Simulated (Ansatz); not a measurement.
# La on Pd(100): change of the work function, part 3 of 5

Aim: the work function of Pd(100) at several coverages of La (bridge site), and the dipole that each adsorbate carries.

Ansatz 0.2.0; plane-wave DFT, PBE, Ansatz PAW.

So far, work function, upper face (eV): step 2 (the clean slab) 5.10; step 3 (37 atoms, coverage 0.111 ML, cell 3x3) 2.93.

### 4. The covered slab, k-mesh 6×6×1, coverage 0.25 ML

System of this step: La/Pd(100). The cell holds 17 atoms: 16 Pd and 1 La. Cell: a = 5.501 Å, b = 5.501 Å, c = 27.295 Å, α = 90.0°, β = 90.0°, γ = 90.0°. Vacuum lies along c.

Another coverage, to see how the dipoles act on each other as their distance changes.

input.yaml reads:

```yaml
crystal:
  lattice:
    - [5.5012907576, 0.0, 0.0]
    - [0.0, 5.5012907576, 0.0]
    - [0.0, 0.0, 27.2948684986]
  atoms:
    - { symbol: Pd, position: [0.25, 0.25, 0.3297323085] }
    - { symbol: Pd, position: [0.0, 0.0, 0.400991124] }
    - { symbol: Pd, position: [0.25, 0.25, 0.4744466759] }
    - { symbol: Pd, position: [0.0, 0.0, 0.5470718412] }
    - { symbol: Pd, position: [0.25, 0.75, 0.3297323085] }
    - { symbol: Pd, position: [0.0, 0.5, 0.400991124] }
    - { symbol: Pd, position: [0.25, 0.75, 0.4744466759] }
    - { symbol: Pd, position: [0.0, 0.5, 0.5470718412] }
    - { symbol: Pd, position: [0.75, 0.25, 0.3297323085] }
    - { symbol: Pd, position: [0.5, 0.0, 0.400991124] }
    - { symbol: Pd, position: [0.75, 0.25, 0.4744466759] }
    - { symbol: Pd, position: [0.5, 0.0, 0.5470718412] }
    - { symbol: Pd, position: [0.75, 0.75, 0.3297323085] }
    - { symbol: Pd, position: [0.5, 0.5, 0.400991124] }
    - { symbol: Pd, position: [0.75, 0.75, 0.4744466759] }
    - { symbol: Pd, position: [0.5, 0.5, 0.5470718412] }
    - { symbol: La, position: [0.25, 0.0, 0.6702676915] }
kpoints:
  mp_grid: { grid: [6, 6, 1] }
hamiltonian:
  xc: pbe
scf:
  occupations: { method: fermi_dirac, width: 0.1 }
  convergence: { dr2_threshold: 1.0e-08 }
efield:
  axis: 3
  dipole_correction: true
  ramp_position: 0.97
  ramp_width: 0.06
relax:
  f_tol: 0.02
  max_steps: 60
  constraints: [{ sites: [0, 1, 4, 5, 8, 9, 12, 13] }]
output:
  bader: true
  dos: { projected: true, e_range: [-8, 4] }
  write_potential: true
  write_density: true
  volumetric_format: npy
  elf: true
```

The run is started by

```console
> ansatz run input.yaml --threads 4 --pin off --max-ram 12288MiB --backend cpu --events-out ev --progress --plain --runs-dir out
```

Numbers of over 12 decimals in the logs are rounded to 6 here.

The program printed:

```text
La: projections on atomic orbitals take those of the free atom [Kr 4d10] 4f0 5s2 5p6 5d1 6s2, of charge +0.00 (hamiltonian.pseudopotentials.projection_atoms); the dataset's partial waves leave at most 1.9e-5 of an orbital's norm unspanned inside its sphere
[...]
Crystal: 17 atoms, lattice volume = 826.057 Å³
Basis set: ecut = 420 eV, 16079 PW (Γ), exchange–correlation on 80×80×384 points (8 copies of the dense FFT grid, shifted against one another)
Bands: 180, of which v1, the nominal top of the filled ones, is band 150 counted from 1 (149 counted from 0)
Symmetry: 4 space group operations
[...]
k-points: 16 of 36
[...]
SCF iter   1: F=—  HF=-117811.525424 eV  |F-HF|=—  |Δ(HF+E_count)|=         —  Δρ=1.44e-1  dr2=8.39e2  ethr=1.77e-3  p=0.478 e·Å  D=1.05e-1 V/Å  ΔV_dip=-2.86 eV  dr2_dipole=2.49e2  V_vac-E_F(+/−)=2.10/4.96 eV  ⟨swp⟩=7.1  Hψ=10891  notcnv=0  defer=14
[...]
SCF iter  25: F=-117809.414441 eV  HF=-117809.414441 eV  |F-HF|=1.72e-9  |Δ(HF+E_count)|=   7.67e-9  Δρ=4.26e-7  dr2=4.42e-9  ethr=3.34e-12  p=0.382 e·Å  D=8.36e-2 V/Å  ΔV_dip=-2.28 eV  dr2_dipole=9.38e-12  V_vac-E_F(+/−)=2.82/5.10 eV  ⟨swp⟩=14.1  Hψ=18958  notcnv=0
SCF 1 converged in 25 iterations: F = -117809.414441 eV  dr2 = 4.42e-9
[...]
relax step   1: F+E_penalty+E_count = -117809.41444138 eV  Δ(F+E_penalty+E_count) = +0.000e0 eV  max|allowed force component| = 2.323e0 eV/Å  Δτ_max = 0.0000 Å  (25 SCF iters, accepted)
[...]
SCF iter  12: F=-117810.002785 eV  HF=-117810.002785 eV  |F-HF|=1.95e-9  |Δ(HF+E_count)|=   1.35e-8  Δρ=7.98e-7  dr2=8.93e-9  ethr=3.34e-12  p=0.389 e·Å  D=8.52e-2 V/Å  ΔV_dip=-2.33 eV  dr2_dipole=3.00e-11  V_vac-E_F(+/−)=2.77/5.10 eV  ⟨swp⟩=13.9  Hψ=19156  notcnv=0
SCF 2 converged in 12 iterations: F = -117810.002785 eV  dr2 = 8.93e-9
relax step   2: F+E_penalty+E_count = -117810.00278478 eV  Δ(F+E_penalty+E_count) = -5.883e-1 eV  max|allowed force component| = 2.733e0 eV/Å  Δτ_max = 0.1949 Å  (12 SCF iters, accepted)
SCF iter   1: F=—  HF=-117810.716181 eV  |F-HF|=—  |Δ(HF+E_count)|=         —  Δρ=3.33e-3  dr2=3.15e-1  ethr=9.49e-4  p=0.389 e·Å  D=8.52e-2 V/Å  ΔV_dip=-2.33 eV  dr2_dipole=8.72e-2  V_vac-E_F(+/−)=2.78/5.11 eV  ⟨swp⟩=5.3  Hψ=6698  notcnv=0  defer=43
[...]
SCF iter  12: F=-117810.701435 eV  HF=-117810.701435 eV  |F-HF|=4.76e-9  |Δ(HF+E_count)|=   1.75e-8  Δρ=5.28e-7  dr2=5.78e-9  ethr=3.34e-12  p=0.402 e·Å  D=8.80e-2 V/Å  ΔV_dip=-2.40 eV  dr2_dipole=3.96e-10  V_vac-E_F(+/−)=2.70/5.10 eV  ⟨swp⟩=13.8  Hψ=18833  notcnv=0
SCF 3 converged in 12 iterations: F = -117810.701435 eV  dr2 = 5.78e-9
relax step   3: F+E_penalty+E_count = -117810.70143472 eV  Δ(F+E_penalty+E_count) = -6.986e-1 eV  max|allowed force component| = 3.113e0 eV/Å  Δτ_max = 0.1947 Å  (12 SCF iters, accepted)
[... from here on, the SCF cycles and remarks between the steps are left out ...]
relax step   4: F+E_penalty+E_count = -117811.44356834 eV  Δ(F+E_penalty+E_count) = -7.421e-1 eV  max|allowed force component| = 3.268e0 eV/Å  Δτ_max = 0.1953 Å  (12 SCF iters, accepted)
relax step   5: F+E_penalty+E_count = -117812.11450895 eV  Δ(F+E_penalty+E_count) = -6.709e-1 eV  max|allowed force component| = 2.979e0 eV/Å  Δτ_max = 0.1948 Å  (12 SCF iters, accepted)
relax step   6: F+E_penalty+E_count = -117812.64250099 eV  Δ(F+E_penalty+E_count) = -5.280e-1 eV  max|allowed force component| = 1.758e0 eV/Å  Δτ_max = 0.1950 Å  (11 SCF iters, accepted)
relax step   7: F+E_penalty+E_count = -117812.89298314 eV  Δ(F+E_penalty+E_count) = -2.505e-1 eV  max|allowed force component| = 3.791e-1 eV/Å  Δτ_max = 0.1949 Å  (11 SCF iters, accepted)
relax step   8: F+E_penalty+E_count = -117813.00509139 eV  Δ(F+E_penalty+E_count) = -1.121e-1 eV  max|allowed force component| = 1.352e-1 eV/Å  Δτ_max = 0.2000 Å  (13 SCF iters, accepted)
relax step   9: F+E_penalty+E_count = -117813.01870583 eV  Δ(F+E_penalty+E_count) = -1.361e-2 eV  max|allowed force component| = 9.992e-2 eV/Å  Δτ_max = 0.0404 Å  (11 SCF iters, accepted)
relax step  10: F+E_penalty+E_count = -117813.01966317 eV  Δ(F+E_penalty+E_count) = -9.573e-4 eV  max|allowed force component| = 2.515e-2 eV/Å  Δτ_max = 0.0107 Å  (10 SCF iters, accepted)
SCF iter   1: F=—  HF=-117813.019513 eV  |F-HF|=—  |Δ(HF+E_count)|=         —  Δρ=1.31e-4  dr2=1.56e-4  ethr=3.18e-7  p=0.475 e·Å  D=1.04e-1 V/Å  ΔV_dip=-2.84 eV  dr2_dipole=5.14e-6  V_vac-E_F(+/−)=2.25/5.09 eV  ⟨swp⟩=3.0  Hψ=6023  notcnv=0
[...]
SCF iter   7: F=-117813.019726 eV  HF=-117813.019726 eV  |F-HF|=8.57e-9  |Δ(HF+E_count)|=   4.52e-8  Δρ=6.66e-7  dr2=8.71e-9  ethr=3.34e-12  p=0.475 e·Å  D=1.04e-1 V/Å  ΔV_dip=-2.84 eV  dr2_dipole=1.32e-11  V_vac-E_F(+/−)=2.25/5.09 eV  ⟨swp⟩=10.8  Hψ=18949  notcnv=0
SCF 11 converged in 7 iterations: F = -117813.019726 eV  dr2 = 8.71e-9
relax step  11: F+E_penalty+E_count = -117813.01972574 eV  Δ(F+E_penalty+E_count) = -6.257e-5 eV  max|allowed force component| = 4.207e-3 eV/Å  Δτ_max = 0.0024 Å  (7 SCF iters, accepted)
[...]
SCF converged after 7 iterations
Free energy (F): -117813.019726 eV
[...]
Internal energy: -117812.133343 eV  (E = F + TS)
E sigma→0 (E₀):  -117812.576534 eV
Entropy (-TS):   -0.886383 eV (-52.140 meV/atom)
Fermi energy:    3.780239 eV
Dipole field:    D = 0.104089 V/Å  (p = 0.475175 e·Å, saw-weighted, corrected)
Work function:   Φ+ = 2.2536 eV   Φ− = 5.0947 eV
[...]
--- Forces (eV/Å), atoms counted from 1 ---
  atom   1  Pd     0.00000000     0.00099089    -0.18882452
  atom   2  Pd     0.06189316     0.00000000     0.29861581
  atom   3  Pd     0.00000000    -0.00020092    -0.00005652
  atom   4  Pd     0.00420739     0.00000000     0.00143800
  atom   5  Pd     0.00000000    -0.00099089    -0.18882452
  atom   6  Pd     0.06847906     0.00000000     0.07363286
  atom   7  Pd     0.00000000     0.00020092    -0.00005652
  atom   8  Pd    -0.00015805     0.00000000    -0.00007757
  atom   9  Pd     0.00000000    -0.01067309    -0.18349099
  atom  10  Pd    -0.06189316     0.00000000     0.29861581
  atom  11  Pd     0.00000000     0.00048208    -0.00006296
  atom  12  Pd    -0.00420739     0.00000000     0.00143800
  atom  13  Pd     0.00000000     0.01067309    -0.18349099
  atom  14  Pd    -0.06847906     0.00000000     0.07363286
  atom  15  Pd     0.00000000    -0.00048208    -0.00006296
  atom  16  Pd     0.00015805     0.00000000    -0.00007757
  atom  17  La     0.00000000     0.00000000    -0.00234608
  max |Σ_I F_I| component: 2.13e-6 eV/Å
--- Band table (eV; the first three rows and the last of 16) ---
  k-point 0: bands = [... 146 lower, 3.7955, 3.7981, 4.0772, 4.1610, 4.2003, 4.4253, 4.5541, 4.7929, ... 26 higher]
  k-point 1: bands = [... 146 lower, 3.8300, 3.8826, 3.8832, 3.9609, 3.9733, 4.1869, 4.2001, 4.4634, ... 26 higher]
  k-point 2: bands = [... 146 lower, 3.6258, 3.6293, 3.7025, 3.7207, 3.7734, 3.8631, 3.9167, 4.5273, ... 26 higher]
  k-point 15: bands = [... 146 lower, 3.1328, 3.2308, 3.6406, 3.6846, 3.6905, 3.6942, 4.0682, 4.1075, ... 26 higher]
--- Relaxed structure (11 steps of the walk, 11 accepted, 0 SCFs on fresh bases) ---
  F+E_penalty+E_count = -117813.01972574 eV   max|allowed force component| = 4.207e-3 eV/Å
  atoms:
    - { symbol: Pd, position: [0.25, 0.25, 0.329732] }
    - { symbol: Pd, position: [0.0, 0.0, 0.400991124] }
    - { symbol: Pd, position: [0.25, 0.254932, 0.475724] }
    - { symbol: Pd, position: [-0.011445, 0.0, 0.546562] }
    - { symbol: Pd, position: [0.25, 0.75, 0.329732] }
    - { symbol: Pd, position: [0.0, 0.5, 0.400991124] }
    - { symbol: Pd, position: [0.25, 0.745068, 0.475724] }
    - { symbol: Pd, position: [0.000622308, 0.5, 0.553648] }
    - { symbol: Pd, position: [0.75, 0.25, 0.329732] }
    - { symbol: Pd, position: [0.5, 0.0, 0.400991124] }
    - { symbol: Pd, position: [0.75, 0.256261, 0.474437] }
    - { symbol: Pd, position: [0.511445, 0.0, 0.546562] }
    - { symbol: Pd, position: [0.75, 0.75, 0.329732] }
    - { symbol: Pd, position: [0.5, 0.5, 0.400991124] }
    - { symbol: Pd, position: [0.75, 0.743739, 0.474437] }
    - { symbol: Pd, position: [0.499378, 0.5, 0.553648] }
    - { symbol: La, position: [0.25, 0.0, 0.619773] }
--- Bader charges: 17 sites ---
  site symbol  charge [e]  shift [e]
     0     Pd     -0.0258     0.0000
     1     Pd      0.0273     0.0000
     2     Pd     -0.0105     0.0000
     3     Pd     -0.2672     0.0015
     4     Pd     -0.0258     0.0000
     5     Pd      0.0244     0.0000
     6     Pd     -0.0105     0.0000
     7     Pd     -0.2883     0.0000
     8     Pd     -0.0247     0.0000
     9     Pd      0.0273     0.0000
    10     Pd     -0.0262     0.0000
    11     Pd     -0.2672     0.0015
    12     Pd     -0.0247     0.0000
    13     Pd      0.0244     0.0000
    14     Pd     -0.0261     0.0000
    15     Pd     -0.2883     0.0000
    16     La      1.1819     0.0030
  estimated error of the sums over rays = 3.3e-4 e
```

Run time: 17 min. Hardware: 4 threads of Arm Neoverse V1, shared host; peak memory 4.3 GiB.

The steps of the relaxation:

```tsv
step	energy less that of the first step (eV)	largest force component (eV/Å)
1	0.0000	2.3229
2	-0.5883	2.7335
3	-1.2870	3.1132
4	-2.0291	3.2676
5	-2.7001	2.9792
6	-3.2281	1.7584
7	-3.4785	0.3791
8	-3.5906	0.1352
9	-3.6043	0.0999
10	-3.6052	0.0252
11	-3.6053	0.0042
```

Forces are held to the 4 operations that the run works with; a distortion that breaks them can't arise in this run.

The atoms that moved most (Å):

```tsv
atom	dx	dy	dz	length
La17	0.000	0.000	-1.378	1.378
Pd8	0.003	0.000	0.179	0.180
Pd16	-0.003	0.000	0.179	0.180
Pd4	-0.063	0.000	-0.014	0.064
Pd12	0.063	0.000	-0.014	0.064
Pd7	0.000	-0.027	0.035	0.044
Pd3	0.000	0.027	0.035	0.044
Pd11	0.000	0.034	0.000	0.034
```

Numbers from this step:

```yaml
energy_at_zero_smearing: -117812.5765 eV
work_function_upper_face: 2.254 eV
work_function_lower_face: 5.095 eV
dipole_along_the_normal: 0.4752 e·Å
step_between_the_vacuum_levels: -2.841 eV
```

Running mean over 1.945 Å of the planar mean; the ramp of the sawtooth is left out. The electron's electrostatic potential energy less the Fermi level by z:

z (Å), electron's electrostatic potential energy less the Fermi level (eV) and a bar from the least value:
```
        4       5.09 ##############################
        5       5.09 ##############################
        6       5.06 ##############################
        7       4.52 #############################
        8      -1.67 ###############
        9      -8.07 #
       10      -8.43 
       11      -8.42 
       12      -7.79 ##
       13      -8.37 
       14      -7.61 ##
       15      -8.48 
       16      -5.25 #######
       17      -1.99 ##############
       18      -0.21 ##################
       19       1.75 #######################
       20       2.15 #######################
       21       2.23 ########################
       22       2.25 ########################
       23       2.25 ########################
       24       2.25 ########################
```

The density of states has structure finer than the step of the table below, so its rows give means over 0.5 eV, whole bins alone (the curve runs from -8 to 1.98 eV). Peaks (eV: height): -3.31: 46.8, -2.44: 49.6, -2.32: 47.4, -2.26: 52.9, -2.11: 59.2, -0.03: 48.6, 1.89: 50.6.

Density of states against energy, zero at the Fermi level; means over each step:

```tsv
energy (eV)	density of states (states/eV a cell)
-7.0	0
-6.5	0.202
-6.0	1.24
-5.5	1.55
-5.0	7.95
-4.5	28.4
-4.0	33.1
-3.5	28.4
-3.0	29.8
-2.5	36.4
-2.0	33.5
-1.5	35.9
-1.0	37.3
-0.5	36.5
0.0	26.4
0.5	6.87
1.0	8.21
1.5	14.5
```

Projected DOS per atom over height of the atomic layer and energy from the Fermi level. Layers: Pd4 Pd4 Pd4 Pd4 La from below.

Ten even steps from '_' (0.0 states/eV) to '@' (24.3 states/eV), each cell a mean:
```
________@@
________::
__________
__________
__________
..________
..________
..________
__________
....______
__________
__________
__________
__..______
__________
__________
__________
__________
__________
__________
__________
__________
```
Columns: height of the atomic layer (Å) from 9 to 16.9; rows upwards: energy from the Fermi level (eV) from -7.96 to 1.95.

ELF in the ca plane at fractional y = 0.000, with atoms of Pd and La within 0.2 Å of it. It is the smooth field of the valence electrons, not physical close to the nuclei.

Ten even steps from '0' (0.00) to '9' (0.83), each cell a mean:
```
11122255455221112554553311000111110000000000
11222235553222222456543321000000000000000000
12222222322222222233322221000000000000000000
22222222222222222222222221100000000000000000
12222222322222222233322221000000000000000000
11222235553222222456543321000000000000000000
11122255455221112554553311000111110000000000
11122365356211112553553334431112211000000000
11122246564221122466544689974222222100000000
12222224442222222234436878996322332110000000
12222222222222222222237712797322332210000000
12222222222222222222237722797322332210000000
12222224442222222234436878996322332110000000
11122246564221122466544689973222222100000000
11122365356211112553553334431112211000000000
```
Columns run along c (16.0 Å, from fractional 0.29 to 0.88 of the cell), rows up along a (5.5 Å). Atoms in or near the plane, at fractional coordinates: Pd at (0.40, 0.00), Pd at (0.55, 0.99), Pd at (0.40, 0.50), Pd at (0.55, 0.51), La at (0.62, 0.25).

Electrostatic potential energy in the ca plane at fractional y = 0.000, with atoms of Pd and La within 0.2 Å of it. With pseudopotentials it is smooth inside the atoms' cores, unlike the true potential.

Ten even steps from '0' (-53 eV) to '9' (8 eV), each cell a mean:
```
99999840004899998400048999999999999999999999
99999974347999999632379999999999999999999999
99999998789999999877799999999999999999999999
99999999999999999998999999999999999999999999
99999998789999999877799999999999999999999999
99999974247999999632379999999999999999999999
99999840004899998400048999999999999999999999
99999840004899998400048888889999999999999999
99999962026999999621267644688999999999999999
99999986568999999876776211268999999999999999
99999999899999999999884154148999999999999999
99999999899999999999884144148999999999999999
99999986568999999876776211268999999999999999
99999952026999999621267644688999999999999999
99999840004899998400048888889999999999999999
```
Columns run along c (16.0 Å, from fractional 0.29 to 0.88 of the cell; values clipped at the 3rd and 97th percentile), rows up along a (5.5 Å). Atoms in or near the plane, at fractional coordinates: Pd at (0.40, 0.00), Pd at (0.55, 0.99), Pd at (0.40, 0.50), Pd at (0.55, 0.51), La at (0.62, 0.25).

Valence density in the ca plane at fractional y = 0.000, with atoms of Pd and La within 0.2 Å of it. It is the smooth field of the valence electrons, not physical close to the nuclei.

Ten steps, logarithmic in the rise over the least value, from '0' (0 e/Å³) to '9' (13 e/Å³), each cell a mean:
```
01111369996311113699963110000000000000000000
01111246764211112478742100000000000000000000
11222223432222222244421000000000000000000000
11222222222122222223221000000000000000000000
11222223432212222244421000000000000000000000
01111246764211112578742100000000000000000000
01111369996311113699963110000000000000000000
00111379997311113799963222110000000000000000
01111258885211112578753444321000000000000000
11122235553211212345434555531000000000000000
11222222322122221222234555542100000000000000
11222222322122221222234555542100000000000000
01122235653211112345434555531000000000000000
01111258985211112578753444321000000000000000
00111379997311113799963222110000000000000000
```
Columns run along c (16.0 Å, from fractional 0.29 to 0.88 of the cell), rows up along a (5.5 Å). Atoms in or near the plane, at fractional coordinates: Pd at (0.40, 0.00), Pd at (0.55, 0.99), Pd at (0.40, 0.50), Pd at (0.55, 0.51), La at (0.62, 0.25).

The relaxation took 11 steps and lowered the energy by 3.6 eV; the largest force on the free atoms ends at 0.0042 eV/Å.

By hand: a sheet of dipoles makes a step −p/(ε₀A) in the electron's potential. With e/ε₀ = 180.95 V·Å, p = 0.4752 e·Å and A = 30.26 Å², that is −180.95 × (0.4752) / 30.26 = -2.841 eV, and the two vacuum levels of the run differ by -2.841 eV.

The covered face has 2.25 eV, -2.85 eV against the clean one; the bare back face has moved by -0.01 eV, a measure of how thin the slab is.

### 5. Work function against coverage

This step: plane-wave DFT, PBE, Ansatz PAW; work function against coverage (Ansatz 0.2.0).

The runs are now put side by side.

This step gave:

| Property | Result |
| --- | --- |
| work function of the clean face | 5.104 eV |
| largest change of the work function | -2.851 eV |

Work function of the covered face against coverage:

```tsv
coverage (adsorbates/nm²)	work function of the covered face (eV)
0.00	5.10
1.47	2.93
3.30	2.25
```

The dipole per adsorbate comes from the change of the cell's dipole. Coverage, by row:

```tsv
coverage (1/nm²)	coverage (ML)	work function (eV)	change (eV)	dipole per adsorbate, positive end outwards (debye)	mean height of the added atoms over the highest substrate atom (Å)
1.468	0.1111	2.931	-2.173	3.926	1.854
3.304	0.25	2.254	-2.851	2.285	1.805
```

[end of part 3 of 5]

[Logs are printed without paths, hosts, clocks, repeated set-up lines and the standing remarks that a program may print on its own settings, such as how far it seeks lower states.]

[Hosts, paths, dates, database ids (printed as entryN), source tags and the programs' standing remarks are cut or masked in the printed files.]

[Maps of the electrostatic potential energy from Ansatz leave out the sawtooth potential of an applied field or a dipole correction, so their vacuum need not be flat; planar profiles and work functions include it.]

[The density of states shown here was stored with 400 of the rows of the run's finer table, so its peaks can read low, often by over a quarter, or be missed, and its means over a window can be off by a tenth or more.]
